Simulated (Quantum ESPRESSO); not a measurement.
# Core-hole calculation of the O K edge in Ho2BiO2 (I4/mmm)

What does one-electron theory with a core hole give for the O K edge of Ho2BiO2 (I4/mmm)?

Method: X-ray absorption near-edge structure, plane-wave PAW LDA, one-electron final states by a Lanczos continued fraction, without spin-orbit coupling, in Quantum ESPRESSO 7.5.

### 1. The starting structure

It takes space group I4/mmm (No. 139, tetragonal). The conventional cell has a = 3.840 Å, b = 3.840 Å, c = 13.395 Å, α = 90.00°, β = 90.00°, γ = 90.00°. Nearest to Bi lie 8 Ho at 3.53 Å and 4 Bi at 3.84 Å and 8 O at 3.86 Å. Nearest to Ho lie 4 O at 2.21 Å. Nearest to O lie 4 Ho at 2.21 Å. Farther neighbours and most contacts between anions are not listed.

### 2. The field without a hole

The ground state comes first: it tells whether the system has a gap, which decides how the excited electron is treated.

Contents of scf.in:

```
&control
   calculation='scf', prefix='x', pseudo_dir='../pp', outdir='tmp', tprnfor=.true.
/
&system
   ibrav=0, nat=5, ntyp=4, nbnd=30
   ecutwfc=50, ecutrho=510
   occupations='smearing', smearing='mv', degauss=0.015
/
&electrons
   conv_thr=5.0e-08, electron_maxstep=120
   mixing_beta=0.5
/
ATOMIC_SPECIES
Bi 1.0 Bi.lda-dn-kjpaw.UPF
Ho 1.0 Ho.lda-spdn-kjpaw.UPF
O3 1.0 O.lda-n-kjpaw.UPF
O 1.0 O.lda-n-kjpaw.UPF
CELL_PARAMETERS angstrom
  -1.91990171 1.91990171 6.69739215
  1.91990171 -1.91990171 6.69739215
  1.91990171 1.91990171 -6.69739215
ATOMIC_POSITIONS crystal
Bi   0.00000000 0.00000000 0.00000000
Ho   0.33134614 0.33134614 0.00000000
Ho   0.66865386 0.66865386 0.00000000
O3   0.25000000 0.75000000 0.50000000
O    0.75000000 0.25000000 0.50000000
K_POINTS automatic
10 10 10 0 0 0
```

Contents of Bi.lda-dn-kjpaw.ld1.in:

```
&input
   title='Bi', zed=83., rel=1, iswitch=3, dft='PZ',
   config='[Xe] 4f14 6s2 6p3 5d10'
/
&inputp
   file_pseudopw='Bi.lda-dn-kjpaw.UPF', author='',
   lpaw=.true.,
   pseudotype=3,
   lloc=-1,
   rcloc=2.1,
   which_augfun='PSQ',
   rmatch_augfun_nc=.true.,
   nlcc=.true.,
   new_core_ps=.true.,
   rcore=1.6,
   tm=.true.,
   lgipaw_reconstruction=.true., use_paw_as_gipaw=.true.
/
6
6S  1  0  2.00  0.00  1.70  2.00  0.0
6S  1  0  0.00  4.00  1.70  2.00  0.0
6P  2  1  3.00  0.00  2.20  2.40  0.0
6P  2  1  0.00  6.00  2.20  2.40  0.0
5D  3  2 10.00  0.00  0.90  1.60  0.0
5D  3  2  0.00  6.00  0.90  1.60  0.0
```

Contents of Ho.lda-spdn-kjpaw.ld1.in:

```
&input
   title='Ho', zed=67., rel=1, iswitch=3, dft='PZ',
   config='[Xe] 4f10.0 5d1.0 6s1.5 6p0.5'
/
&inputp
   file_pseudopw='Ho.lda-spdn-kjpaw.UPF', author='',
   lpaw=.true.,
   pseudotype=3,
   lloc=-1,
   rcloc=2.0,
   which_augfun='PSQ',
   rmatch_augfun_nc=.true.,
   nlcc=.true.,
   new_core_ps=.true.,
   rcore=1.1,
   tm=.true.,
   lgipaw_reconstruction=.true., use_paw_as_gipaw=.true.
/
6
5S  1  0  2.00  0.00  1.20  1.60  0.0
6S  2  0  1.50  0.00  1.20  1.60  0.0
5P  2  1  6.00  0.00  1.20  1.70  0.0
6P  3  1  0.50  0.00  1.20  1.70  0.0
5D  3  2  1.00  0.00  1.20  2.00  0.0
5D  3  2  0.00  2.00  1.20  2.00  0.0
```

Contents of O.lda-n-kjpaw.ld1.in:

```
&input
   title='O', zed=8., rel=1, iswitch=3, dft='PZ',
   config='[He] 2s2 2p4'
/
&inputp
   file_pseudopw='O.lda-n-kjpaw.UPF', author='',
   lpaw=.true.,
   pseudotype=3,
   lloc=-1,
   rcloc=1.1,
   which_augfun='PSQ',
   rmatch_augfun_nc=.true.,
   nlcc=.true.,
   new_core_ps=.true.,
   rcore=0.7,
   tm=.true.,
   lgipaw_reconstruction=.true., use_paw_as_gipaw=.true.
/
4
2S  1  0  2.00  0.00  1.00  1.30  0.0
2S  1  0  0.00  1.00  1.00  1.30  0.0
2P  2  1  4.00  0.00  0.90  1.35  0.0
2P  2  1  0.00  0.05  0.90  1.35  0.0
```

On the command line:

```console
$ OMP_NUM_THREADS=1 mpirun --oversubscribe --bind-to none -np 4 pw.x -nk 4 -in scf.in > scf.out
```

Output:

```text
     [... banner and references ...]
using ibrav=0 with symmetry is DISCOURAGED, use correct ibrav instead

     G-vector sticks info
     --------------------

     Using Slab Decomposition

     bravais-lattice index     =            0
     lattice parameter (alat)  =      13.6567  a.u.
     unit-cell volume          =     666.3775 (a.u.)^3
     number of atoms/cell      =            5
     number of atomic types    =            4
     number of electrons       =        49.00
     number of Kohn-Sham states=           30
     kinetic-energy cutoff     =      50.0000  Ry
     charge density cutoff     =     510.0000  Ry
     scf convergence threshold =      5.0E-08
     mixing beta               =       0.5000
     number of iterations used =            8  plain     mixing
     Exchange-correlation= SLA  PZ   NOGX NOGC
                           (   1   1   0   0   0   0   0)

     celldm(1)=  13.656734  celldm(2)=   0.000000  celldm(3)=   0.000000
     celldm(4)=   0.000000  celldm(5)=   0.000000  celldm(6)=   0.000000

     crystal axes: (cart. coord. in units of alat)
               a(1) = (  -0.265663   0.265663   0.926740 )
               a(2) = (   0.265663  -0.265663   0.926740 )
               a(3) = (   0.265663   0.265663  -0.926740 )

     reciprocal axes: (cart. coord. in units 2 pi/alat)
               b(1) = (  0.000000  1.882084  0.539526 )
               b(2) = (  1.882084  0.000000  0.539526 )
               b(3) = (  1.882084  1.882084  0.000000 )

     PseudoPot. #1 for Bi:     Pseudo is Projector augmented-wave + core cor, Zval = 15.0

     PseudoPot. #2 for Ho:     Pseudo is Projector augmented-wave + core cor, Zval = 11.0

     ../pp/O.lda-n-kjpaw.UPF
     Pseudo is Projector augmented-wave + core cor, Zval =  6.0
     Shape of augmentation charge: PSQ
     Using radial grid of 1095 points,  4 beta functions with:
                l(1) =   0
                l(2) =   0
                l(3) =   1
                l(4) =   1
     Q(r) pseudized with 0 coefficients

     ../pp/O.lda-n-kjpaw.UPF
     Pseudo is Projector augmented-wave + core cor, Zval =  6.0
     Shape of augmentation charge: PSQ
     Using radial grid of 1095 points,  4 beta functions with:
                l(1) =   0
                l(2) =   0
                l(3) =   1
                l(4) =   1
     Q(r) pseudized with 0 coefficients

     atomic species   valence    mass     pseudopotential
     Bi               15.00     1.00000     Bi( 1.00)
     Ho               11.00     1.00000     Ho( 1.00)
     O3                6.00     1.00000     O ( 1.00)
     O                 6.00     1.00000     O ( 1.00)

      8 Sym. Ops. (no inversion) found

   Cartesian axes

     site n.     atom                  positions (alat units)
         1        Bi     tau(   1) = (   0.0000000   0.0000000   0.0000000  )
         2        Ho     tau(   2) = (  -0.0000000   0.0000000   0.6141432  )
         3        Ho     tau(   3) = (  -0.0000000   0.0000000   1.2393361  )
         4        O3     tau(   4) = (   0.2656630   0.0000000   0.4633698  )
         5        O      tau(   5) = (   0.0000000   0.2656630   0.4633698  )

     number of k points=   102  Marzari-Vanderbilt smearing, width (Ry)=  0.0150

     Number of k-points >= 100: set verbosity='high' to print them.

     Dense  grid:   129503 G-vectors     FFT dimensions: ( 100, 100, 100)

     Smooth grid:    31917 G-vectors     FFT dimensions: (  64,  64,  64)

     Initial potential from superposition of free atoms

     starting charge      48.9635, renormalised to      49.0000
     Starting wfcs are   43 randomized atomic wfcs
     Checking if some PAW data can be deallocated...

     per-process dynamical memory:   178.0 Mb

     Self-consistent Calculation

     iteration #  1     ecut=    50.00 Ry     beta= 0.50
     Davidson diagonalization with overlap
     ethr =  1.00E-02,  avg # of iterations =  2.0

     total energy              =   -2138.46088708 Ry
     estimated scf accuracy    <       1.55819919 Ry

     iteration #  2     ecut=    50.00 Ry     beta= 0.50
     Davidson diagonalization with overlap
     ethr =  3.18E-03,  avg # of iterations =  4.8

     total energy              =   -2138.81759706 Ry
     estimated scf accuracy    <       1.44887903 Ry

     iteration #  3     ecut=    50.00 Ry     beta= 0.50
     Davidson diagonalization with overlap
     ethr =  2.96E-03,  avg # of iterations =  2.3

     total energy              =   -2139.06566659 Ry
     estimated scf accuracy    <       0.06491473 Ry

     iteration #  4     ecut=    50.00 Ry     beta= 0.50
     Davidson diagonalization with overlap
     ethr =  1.32E-04,  avg # of iterations =  5.9

     total energy              =   -2139.11516215 Ry
     estimated scf accuracy    <       0.04701387 Ry

     iteration #  5     ecut=    50.00 Ry     beta= 0.50
     Davidson diagonalization with overlap
     ethr =  9.59E-05,  avg # of iterations =  4.6

     total energy              =   -2139.12782977 Ry
     estimated scf accuracy    <       0.03042748 Ry

[...]
total energy              =   -2139.13236011 Ry
[...]
iteration # 12     ecut=    50.00 Ry     beta= 0.50
     Davidson diagonalization with overlap
     ethr =  1.44E-08,  avg # of iterations =  3.5

     total energy              =   -2139.13236032 Ry
     estimated scf accuracy    <       0.00000194 Ry

     iteration # 13     ecut=    50.00 Ry     beta= 0.50
     Davidson diagonalization with overlap
     ethr =  3.95E-09,  avg # of iterations =  4.7

     total energy              =   -2139.13236063 Ry
     estimated scf accuracy    <       0.00000020 Ry

     iteration # 14     ecut=    50.00 Ry     beta= 0.50
     Davidson diagonalization with overlap
     ethr =  4.09E-10,  avg # of iterations =  4.9

     End of self-consistent calculation

     Number of k-points >= 100: set verbosity='high' to print the bands.

     the Fermi energy is    11.1989 ev

!    total energy              =   -2139.13236072 Ry
     total all-electron energy =    -93772.133268 Ry
     estimated scf accuracy    <          1.3E-09 Ry
     smearing contrib. (-TS)   =      -0.00004000 Ry
     internal energy E=F+TS    =   -2139.13232072 Ry

     The total energy is F=E-TS. E is the sum of the following terms:
     one-electron contribution =    -103.76376254 Ry
     hartree contribution      =      83.10971063 Ry
     xc contribution           =    -162.91627141 Ry
     ewald contribution        =    -271.87260457 Ry
     one-center paw contrib.   =   -1683.68939283 Ry

     convergence has been achieved in  14 iterations

     Forces acting on atoms (cartesian axes, Ry/au):

     atom    1 type  1   force =     0.00000000    0.00000000    0.00000000
     atom    2 type  2   force =     0.00000000    0.00000000   -0.02965689
     atom    3 type  2   force =     0.00000000    0.00000000    0.02965689
     atom    4 type  3   force =     0.00000000    0.00000000   -0.00000000
     atom    5 type  4   force =     0.00000000    0.00000000    0.00000000

     Total force =     0.041941     Total SCF correction =     0.000149

     XML data file, charge density, pseudopotentials, collected wavefunctions

=------------------------------------------------------------------------------=
   JOB DONE.
=------------------------------------------------------------------------------=
```

Wall time 2.2 min (4 MPI ranks of Arm Neoverse V2, shared host); peak memory 0.3 GiB; 8.9 min of CPU time.

Absorbing atoms carry a label of their own (element plus a letter or digit), as the spectrum program needs them as separate species.

The mesh shows no gap, so the system is treated as a metal and the core electron is put at the Fermi level (neutral cell).

### 3. Spectrum without a core hole, 

Without a hole the spectrum is the empty density of states of the right symmetry on the absorber, weighted by matrix elements. It needs only the small cell and serves as the baseline.

Contents of xspectra.in:

```
&input_xspectra
   calculation='xanes_dipole', edge='K'
   prefix='x', outdir='tmp', xiabs=3, xe0=11.1989
   xonly_plot=.false., x_save_file='xanes.sav'
   xniter=3000, xcheck_conv=20, xerror=0.005
   xcoordcrys=.false., xepsilon(1)=1, xepsilon(2)=0, xepsilon(3)=0
/
&plot
   xnepoint=413, xemin=-10, xemax=45, terminator=.true., cut_occ_states=.true.
   xgamma=0.4
/
&pseudos
   filecore='../O.wfc'
/
&cut_occ
   cut_desmooth=0.1, cut_stepl=0.05, cut_stepu=0.05, cut_ierror=1e-5
/
11 11 11 0 0 0
```

On the command line:

```console
$ OMP_NUM_THREADS=1 mpirun --oversubscribe --bind-to none -np 4 xspectra.x -nk 4 -in xspectra.in > xspectra.out
```

Output:

```text
     [... banner and references ...]
Reading input_file

     calculation: xanes_dipole

     xepsilon  [cartesian coordinates]:   1.000000   0.000000   0.000000

     xonly_plot: FALSE
        => complete calculation: Lanczos + spectrum plot

     filecore (core-wavefunction file): ../O.wfc

     main plot parameters:
        cut_occ_states: TRUE
        gamma_mode:  constant
        -> using xgamma [eV]:  0.40
        xemin [eV]: -10.00
        xemax [eV]:  45.00
        xnepoint:  413
        xe0 [eV]:  11.198900 (energy zero read in input file)

[...]
|-------------------------------------------------------------
 okvan= T
        |   Norm of the initial Lanczos vector: 0.11467038E+00
[...]
!   => CONVERGED at iter    400 with error=  0.00201968
        |-------------------------------------------------------------
     [... 199 further k-points ...]
        ! k-point #   202:  ( 1.7110,  0.6844,  0.3924),  0.0015,   1
        |-------------------------------------------------------------
 okvan= T
        |   Norm of the initial Lanczos vector: 0.11466645E+00
[...]
|   Estimated error at iter    260:   0.02395148
        |   Estimated error at iter    280:   0.01913595
```

Elapsed: 12 min, on 4 MPI ranks; peak memory 0.05 GiB.

The run was cut off at its time limit.

The time allowed ran out, so this step gives no result.

### 4. Supercell without a hole, the energy reference

The photon energy needs a difference of total energies, so the cell and mesh of the coming hole run are first run without a hole.

Contents of scf.in:

```
&control
   calculation='scf', prefix='x', pseudo_dir='../pp', outdir='tmp', tprnfor=.true.
/
&system
   ibrav=0, nat=10, ntyp=3, nbnd=60
   ecutwfc=50, ecutrho=510
   occupations='smearing', smearing='mv', degauss=0.015
/
&electrons
   conv_thr=1.0e-07, electron_maxstep=120
   mixing_beta=0.5
/
ATOMIC_SPECIES
Bi 1.0 Bi.lda-dn-kjpaw.UPF
Ho 1.0 Ho.lda-spdn-kjpaw.UPF
O 1.0 O.lda-n-kjpaw.UPF
CELL_PARAMETERS angstrom
  3.83980342 -3.83980342 0.00000000
  3.83980342 3.83980342 0.00000000
  -1.91990171 1.91990171 6.69739215
ATOMIC_POSITIONS crystal
Bi   0.00000000 0.00000000 0.00000000
Bi   0.50000000 0.50000000 0.00000000
Ho   0.33134614 0.00000000 0.66269228
Ho   0.83134614 0.50000000 0.66269228
Ho   0.66865386 0.00000000 0.33730772
Ho   0.16865386 0.50000000 0.33730772
O    0.50000000 0.25000000 0.50000000
O    0.00000000 0.75000000 0.50000000
O    0.00000000 0.25000000 0.50000000
O    0.50000000 0.75000000 0.50000000
K_POINTS automatic
5 5 5 0 0 0
```

On the command line:

```console
$ OMP_NUM_THREADS=1 mpirun --oversubscribe --bind-to none -np 4 pw.x -nk 4 -in scf.in > scf.out
```

Output:

```text
     [... banner and references ...]
[banner, memory and clock lines left out]
Found identity + ( -0.5000 -0.5000  0.0000) symmetry
     This is a supercell, fractional translations are disabled
     using ibrav=0 with symmetry is DISCOURAGED, use correct ibrav instead

     G-vector sticks info

     bravais-lattice index     =            0
     lattice parameter (alat)  =      10.2618  a.u.
     unit-cell volume          =    1332.7550 (a.u.)^3
[...]
atom    1 type  1   force =     0.00000000    0.00000000    0.00000000
     atom    2 type  1   force =     0.00000000    0.00000000    0.00000000
     atom    3 type  2   force =     0.00000000    0.00000000   -0.02982465
[...]
atom    9 type  3   force =     0.00000004    0.00000004    0.00000000
     atom   10 type  3   force =    -0.00000004   -0.00000004   -0.00000000

     Total force =     0.059648     Total SCF correction =     0.000135

     XML data file, charge density, pseudopotentials, collected wavefunctions
[key lines of the parts left out:]
!    total energy              =   -4278.26559419 Ry
the Fermi energy is    11.2027 ev
convergence has been achieved in  13 iterations
```

The job ended after 93 s (4 MPI ranks; peak memory 0.42 GiB; 6.2 min of CPU time).

Reference energy: -2551669.749 eV with the cores included.

### 5. The atom with a core hole

The final state has one core electron fewer, so a PAW data set is made for an atom with that hole.

Contents of O.lda-n-kjpaw-1sch.ld1.in:

```
&input
   title='O', zed=8., rel=1, iswitch=3, dft='PZ',
   config='1s1 2s2 2p5'
/
&inputp
   file_pseudopw='O.lda-n-kjpaw-1sch.UPF', author='',
   lpaw=.true.,
   pseudotype=3,
   lloc=-1,
   rcloc=1.1,
   which_augfun='PSQ',
   rmatch_augfun_nc=.true.,
   nlcc=.true.,
   new_core_ps=.true.,
   rcore=0.7,
   tm=.true.,
   zval=7,
   lgipaw_reconstruction=.true., use_paw_as_gipaw=.true.
/
4
2S  1  0  2.00  0.00  1.00  1.30  0.0
2S  1  0  0.00  1.00  1.00  1.30  0.0
2P  2  1  5.00  0.00  0.90  1.35  0.0
2P  2  1  0.00  0.05  0.90  1.35  0.0
```

On the command line:

```console
$ ld1.x < O.lda-n-kjpaw-1sch.ld1.in > O.lda-n-kjpaw-1sch.ld1.out
```

Output:

```text
     [... banner and references ...]
PAW data will be used for GIPAW calculation
     --------------------------- All-electron run ----------------------------

     O
     scalar relativistic calculation

     atomic number is  8.00
     dft =PZ   lsd =0 sic =0 latt =0  beta=0.20 tr2=1.0E-14
     Exchange-correlation= PZ
                           (   1   1   0   0   0   0   0)
     mesh =1095 r(mesh) =  99.04343 a.u. xmin = -7.00 dx = 0.01250
     1 Ry =  13.60569312 eV, c = 137.03599908

     n l     nl                  e(Ry)          e(Ha)          e(eV)
     1 0     1S 1( 1.00)       -41.9355       -20.9678      -570.5619
     2 0     2S 1( 2.00)        -1.9275        -0.9637       -26.2246
     2 1     2P 1( 5.00)        -0.8665        -0.4332       -11.7888

     final scf error:  4.0E-15 reached in  24 iterations

     Etot =    -110.050736 Ry,     -55.025368 Ha,   -1497.316544 eV

     Ekin =     109.503055 Ry,      54.751527 Ha,    1489.864957 eV
     Encl =    -270.735536 Ry,    -135.367768 Ha,   -3683.544616 eV
     Eh   =      63.959833 Ry,      31.979916 Ha,     870.217855 eV
     Exc  =     -12.778088 Ry,      -6.389044 Ha,    -173.854739 eV

     normalization and overlap integrals

     s(1S/1S) =  1.000000  <r> =   0.1934  <r2> =    0.0503  r(max) =   0.1266
     s(1S/2S) = -0.000240
     s(2S/2S) =  1.000000  <r> =   1.0741  <r2> =    1.4086  r(max) =   0.8151
     s(2P/2P) =  1.000000  <r> =   1.0981  <r2> =    1.6070  r(max) =   0.7104

     ------------------------ End of All-electron run ------------------------

     --------------------- Generating PAW atomic setup --------------------

      Generating local potential from pseudized AE potential:
      Matching radius rcloc =   1.1000

[...]
(   1   1   0   0   0   0   0)
     mesh =1095 r(mesh) =  99.04343 a.u. xmin = -7.00 dx = 0.01250
     1 Ry =  13.60569312 eV, c = 137.03599908

     n l     nl                  e(Ry)          e(Ha)          e(eV)
[...]
final scf error:  4.0E-15 reached in  24 iterations

     Etot =    -110.050736 Ry,     -55.025368 Ha,   -1497.316544 eV

     Ekin =     109.503055 Ry,      54.751527 Ha,    1489.864957 eV
     Encl =    -270.735536 Ry,    -135.367768 Ha,   -3683.544616 eV
     Eh   =      63.959833 Ry,      31.979916 Ha,     870.217855 eV
     Exc  =     -12.778088 Ry,      -6.389044 Ha,    -173.854739 eV

     normalization and overlap integrals

     s(1S/1S) =  1.000000  <r> =   0.1934  <r2> =    0.0503  r(max) =   0.1266
     s(1S/2S) = -0.000240
     s(2S/2S) =  1.000000  <r> =   1.0741  <r2> =    1.4086  r(max) =   0.8151
     s(2P/2P) =  1.000000  <r> =   1.0981  <r2> =    1.6070  r(max) =   0.7104

     ------------------------ End of All-electron run ------------------------

     ---------------------- Testing the pseudopotential ----------------------

     O
     scalar relativistic calculation

     atomic number is  8.00   valence charge is  7.00
     dft = SLA  PZ   NOGX NOGC   lsd =0 sic =0 latt =0  beta=0.20 tr2=1.0E-14
     mesh =1095 r(mesh) =  99.04343 xmin = -7.00 dx = 0.01250

     n l     nl             e AE (Ry)        e PS (Ry)    De AE-PS (Ry)
     1 0     2S   1( 2.00)       -1.92747       -1.92748        0.00000
     2 1     2P   1( 5.00)       -0.86646       -0.86647        0.00001

     eps = 5.7E-18  iter =  4

     Etot =    -110.050736 Ry,     -55.025368 Ha,   -1497.316544 eV
     Etotps =   -50.907907 Ry,     -25.453954 Ha,    -692.637362 eV

     Ekin =      48.297585 Ry,      24.148792 Ha,     657.122117 eV
     Encl =    -128.150435 Ry,     -64.075217 Ha,   -1743.575486 eV
     Ehrt =      41.723026 Ry,      20.861513 Ha,     567.670689 eV
     Ecxc =     -12.778083 Ry,      -6.389042 Ha,    -173.854681 eV
     (Ecc =      -0.066544 Ry,      -0.033272 Ha,      -0.905381 eV)

     ---------------------- End of pseudopotential test ----------------------
```

Wall time 0.61 s (1 MPI rank); peak memory 0.12 GiB.

Removing the core electron and adding it to the valence shell costs the free atom 530.6 eV.

(Part 1 of 3 ends here.)

[Banner, clock and machine lines of the logs are left out without a mark of their own.]

[Logs are printed without paths, hosts, clocks, repeated set-up lines and the standing remarks that a program may print on its own settings, such as how far it seeks lower states.]

[Hosts, paths, dates, database ids (printed as entryN), source tags and the programs' standing remarks are cut or masked in the printed files.]

[Lists of maxima count a maximum above −3 eV only where it reaches 4 % of the highest in the window and stands out from its surroundings by 2 % of it (1.5 % where it reaches 55 %); shoulders and weaker maxima are passed over, and of the rest the first, up to two pre-edge ones and the few strongest are named.]
